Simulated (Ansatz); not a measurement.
# What InPt3C (Pm-3m) distorts into, part 3 of 3

Aim: this structure of InPt3C (Pm-3m) is to be tested for unstable modes, and one is followed downhill.

Ansatz 0.2.0; DFT PBEsol, scalar-relativistic, plane waves, PAW; PAW set soft_1.

So far. Step 5 (Energy along the mode, all amplitudes (two of the runs …): The lowest of the steps tried is at 0.32 Å, 31.0 meV/atom below the parent; the bottom of the well need not coincide with a step. Step 7 (The new phase in its own primitive cell): The largest force component left is 0.47 meV/Å and the pressure is -0.003 GPa, within the tolerances set. The cell now holds 14.89 Å³/atom. The relaxed cell has a, b, c = 8.232, 8.456, 4.280 Å (conventional setting).

## Step 8: Modes of the new phase, k-mesh 6×6×8

A relaxed structure may still be a saddle point, so its zone-centre modes are computed. No field response is asked, since the mesh shows no gap.

Contents of input.yaml:

```yaml
crystal:
  lattice:
    - [4.1157680484, -4.2278147438, 0.0]
    - [4.1157680484, 4.2278147438, 0.0]
    - [0.0, 0.0, 4.2799703275]
  atoms:
    - { symbol: In, position: [0.5, 0.5, 0.0] }
    - { symbol: In, position: [0.0, 0.0, 0.0] }
    - { symbol: Pt, position: [0.75, 0.75, 0.5] }
    - { symbol: Pt, position: [0.25, 0.25, 0.5] }
    - { symbol: Pt, position: [0.25, 0.75, 0.5832442271] }
    - { symbol: Pt, position: [0.75, 0.25, 0.4167557729] }
    - { symbol: Pt, position: [0.5, 0.0, 0.0] }
    - { symbol: Pt, position: [0.0, 0.5, 0.0] }
    - { symbol: C, position: [0.5, 0.0, 0.5] }
    - { symbol: C, position: [0.0, 0.5, 0.5] }
kpoints:
  mp_grid: { grid: [6, 6, 8] }
hamiltonian:
  xc: pbesol
  pseudopotentials: { kind: paw, azcp: { folder: soft_1 }, xc_functional: pbe }
scf:
  occupations: { method: methfessel_paxton, width: 0.2 }
output:
  eigenvalues: true
phonons:
  method: dfpt
```

Run with:

```sh
$ ansatz run input.yaml --threads 4 --pin off --max-ram 10240MiB --backend cpu --events-out ev --progress --plain --runs-dir out
```

Numbers of over 12 decimals in the logs are rounded to 6 here.

What it wrote:

```text
Engine: ansatz 0.2.0, aarch64-unknown-linux-gnu
Pseudopotentials: kind: paw
Pseudopotential: In, paw, valence charge 13, recommended cutoff 420 eV (normal), soft_1/In.paw.azcp
Pseudopotential: Pt, paw, valence charge 18, recommended cutoff 420 eV (normal), soft_1/Pt.paw.azcp
Pseudopotential: C, paw, valence charge 4, recommended cutoff 420 eV (normal), soft_1/C.paw.azcp
Functional definition: PBEsol
  exchange = pbesol_x
  correlation = pbesol_c
Crystal: 10 atoms, lattice volume = 148.949 Å³
Basis set: ecut = 420 eV, 2901 PW (Γ), exchange–correlation on 80×80×60 points (8 copies of the dense FFT grid, shifted against one another)
Bands: 86, of which v1, the nominal top of the filled ones, is band 71 counted from 1 (70 counted from 0)
Symmetry: 8 space group operations
k-points: 148 of 288 (irreducible under 1 space group operation, time reversal used)
Non-local potential: In, projectors of the file, l = 0: 2, l = 1: 2, l = 2: 2, l = 3: 1
Non-local potential: Pt, projectors of the file, l = 0: 3, l = 1: 2, l = 2: 2, l = 3: 1
Non-local potential: C, projectors of the file, l = 0: 2, l = 1: 2, l = 2: 1
PAW form: soft (Blöchl's): semilocal exchange-correlation on the pseudo side does not see the compensation charge
PAW frozen core: In, regenerated for the run's functional, and the local potential with it (the file was generated under x = pbe(κ = 0.804, μ = 0.219515), c = pbe(β = 0.066725))
PAW frozen core: Pt, regenerated for the run's functional, and the local potential with it (the file was generated under x = pbe(κ = 0.804, μ = 0.219515), c = pbe(β = 0.066725))
PAW frozen core: C, regenerated for the run's functional, and the local potential with it (the file was generated under x = pbe(κ = 0.804, μ = 0.219515), c = pbe(β = 0.066725))
PAW one-centre angular grid: In, 590 points (default); XC on 64 Gauss nodes
PAW one-centre angular grid: Pt, 590 points (default); XC on 64 Gauss nodes
PAW one-centre angular grid: C, 110 points (default); XC on 64 Gauss nodes
Initial density: superposition of atomic densities (chi_scale 0.1, normalization cell, long waves kept (reshape's long-wave potential 0.00 eV rms))
Initial wavefunctions: pseudopotential atomic-orbital guess
Functional: x = pbesol(κ = 0.804, μ = 0.123457), c = pbesol(β = 0.046)
SCF iter   1: F=—  HF=-85860.051883 eV  |F-HF|=—  |Δ(HF+E_count)|=         —  Δρ=1.09e-1  dr2=2.21e1  ethr=3.10e-3  ⟨swp⟩=5.1  Hψ=40771  notcnv=0
preconditioner: auto → Kerker (q_TF=auto, 2.707 Å⁻¹)  [metal: Δε(μ)=0.024 eV  Ē_g=10.842 eV  σ=0.200 eV  W_gap=0.10  n_scr=46 (ndim 8)  ℏωp=29.5 eV  f_vac=0.000  D(μ)=7.03/eV (n_scr^D=62)]
SCF iter   2: F=—  HF=-85856.089900 eV  |F-HF|=—  |Δ(HF+E_count)|=    3.96e0  S|Δr|=    0.00e0  Δρ=5.42e-2  dr2=5.76e0  ethr=3.10e-3  ⟨swp⟩=2.0  Hψ=20217  notcnv=0  defer=742
SCF iter   3: F=—  HF=-85854.697822 eV  |F-HF|=—  |Δ(HF+E_count)|=    1.39e0  S|Δr|=    0.00e0  Δρ=8.04e-3  dr2=1.19e-1  ethr=3.10e-3  ⟨swp⟩=2.0  Hψ=18830  notcnv=0  defer=742
SCF iter   4: F=—  HF=-85854.670644 eV  |F-HF|=—  |Δ(HF+E_count)|=   2.72e-2  S|Δr|=    0.00e0  Δρ=1.55e-3  dr2=5.38e-3  ethr=8.41e-5  ⟨swp⟩=1.4  Hψ=15955  notcnv=0  defer=709
SCF iter   5: F=—  HF=-85854.669536 eV  |F-HF|=—  |Δ(HF+E_count)|=   1.11e-3  S|Δr|=    0.00e0  Δρ=4.93e-4  dr2=9.44e-4  ethr=3.79e-6  ⟨swp⟩=2.1  Hψ=16189  notcnv=0  defer=709
SCF iter   6: F=—  HF=-85854.669263 eV  |F-HF|=—  |Δ(HF+E_count)|=   2.73e-4  S|Δr|=    0.00e0  Δρ=1.46e-4  dr2=4.83e-5  ethr=6.65e-7  ⟨swp⟩=2.0  Hψ=18246  notcnv=0  defer=709
SCF iter   7: F=—  HF=-85854.669247 eV  |F-HF|=—  |Δ(HF+E_count)|=   1.57e-5  S|Δr|=    0.00e0  Δρ=4.10e-5  dr2=2.88e-6  ethr=3.40e-8  ⟨swp⟩=2.0  Hψ=18322  notcnv=0  defer=709
SCF iter   8: F=—  HF=-85854.669252 eV  |F-HF|=—  |Δ(HF+E_count)|=   4.99e-6  S|Δr|=    0.00e0  Δρ=8.81e-6  dr2=1.57e-7  ethr=2.03e-9  ⟨swp⟩=2.0  Hψ=18045  notcnv=0  defer=709
SCF iter   9: F=—  HF=-85854.669252 eV  |F-HF|=—  |Δ(HF+E_count)|=   1.87e-8  S|Δr|=    0.00e0  Δρ=2.49e-6  dr2=1.87e-8  ethr=1.11e-10  ⟨swp⟩=2.3  Hψ=17491  notcnv=0  defer=709
SCF iter  10: F=—  HF=-85854.669252 eV  |F-HF|=—  |Δ(HF+E_count)|=   4.71e-9  S|Δr|=    0.00e0  Δρ=7.54e-7  dr2=1.75e-9  ethr=1.32e-11  ⟨swp⟩=2.0  Hψ=16666  notcnv=0  defer=709
SCF iter  11: F=—  HF=-85854.669252 eV  |F-HF|=—  |Δ(HF+E_count)|=  4.66e-10  S|Δr|=    0.00e0  Δρ=2.14e-7  dr2=7.75e-11  ethr=1.23e-12  ⟨swp⟩=2.0  Hψ=16801  notcnv=0  defer=709
SCF iter  12: F=-85854.669252 eV  HF=-85854.669252 eV  |F-HF|=1.46e-11  |Δ(HF+E_count)|=  2.91e-11  S|Δr|=    0.00e0  Δρ=3.89e-8  dr2=2.29e-12  ethr=1.00e-12  ⟨swp⟩=11.1  Hψ=60495  notcnv=0
SCF 1 converged in 12 iterations: F = -85854.669252 eV  dr2 = 2.29e-12
[...]
DFPT response loops at Γ: preconditioner auto → Kerker (q_TF=auto, 2.707 Å⁻¹) (partly filled bands, converged f_vac=0.000); β = 1.00, the filter's whole step (`scf.mixing.beta` (0.50) is not read by the response loops under this deck's `scf.mixing.preconditioner`; to damp them name `kerker` or `kerker_dos`, under which they read `scf.mixing.beta`, and type it under 1.00, their step now; both keys bind the ground state too); Broyden in place of MSR1
```

Wall time 5.2 min (4 threads of Arm Neoverse V1, shared host); peak memory 4.8 GiB.

The run was cut off at the time limit after its SCF cycle had converged; no result of it is taken.

The program's message: “Warning:”

## Step 9: Outcome

* unstable mode of the parent: q = (0, -0.5, -0.5), 100i cm⁻¹
* depth at the lowest point sampled: 31.0 meV/atom
* largest atomic shift at that point: 0.32 Å
* space group reached (within 0.01 Å): Cmme
* energy gained over the parent (first relaxation, on the mesh of the frozen mode): 35.8 meV/atom
* volume per atom, phase reached: 14.9 Å³

What this shows: Along this mode the structure falls into Cmme, 35.8 meV/atom below the parent. At the parent's cell the well is 31.04 meV/atom deep on the steps tried, with its lowest point at a shift of 0.32 Å. Relaxing atoms and cell changes the gain by +4.73 meV/atom against the lowest step (energies at zero smearing). The modes of the phase reached were not computed on this path. Of the 2 patterns followed to their end from this parent, this one ends 43.6 meV/atom above the lowest, Pmna. Each path keeps the symmetry of its pattern, so a lower phase may lie along a pattern not tried. With no gap, or one that is small against the smearing, the frequencies hang on the k mesh and the smearing, most of all near Kohn anomalies. The phonon runs are without spin polarisation, although the cell has an odd electron count. Spin-orbit coupling is left out, which can matter for the heavy elements here. The PAW files were made for PBE and serve the other functionals too.

[Logs are printed without paths, hosts, clocks, repeated set-up lines and the standing remarks that a program may print on its own settings, such as how far it seeks lower states.]

[Hosts, paths, dates, database ids (printed as entryN), source tags and the programs' standing remarks are cut or masked in the printed files.]
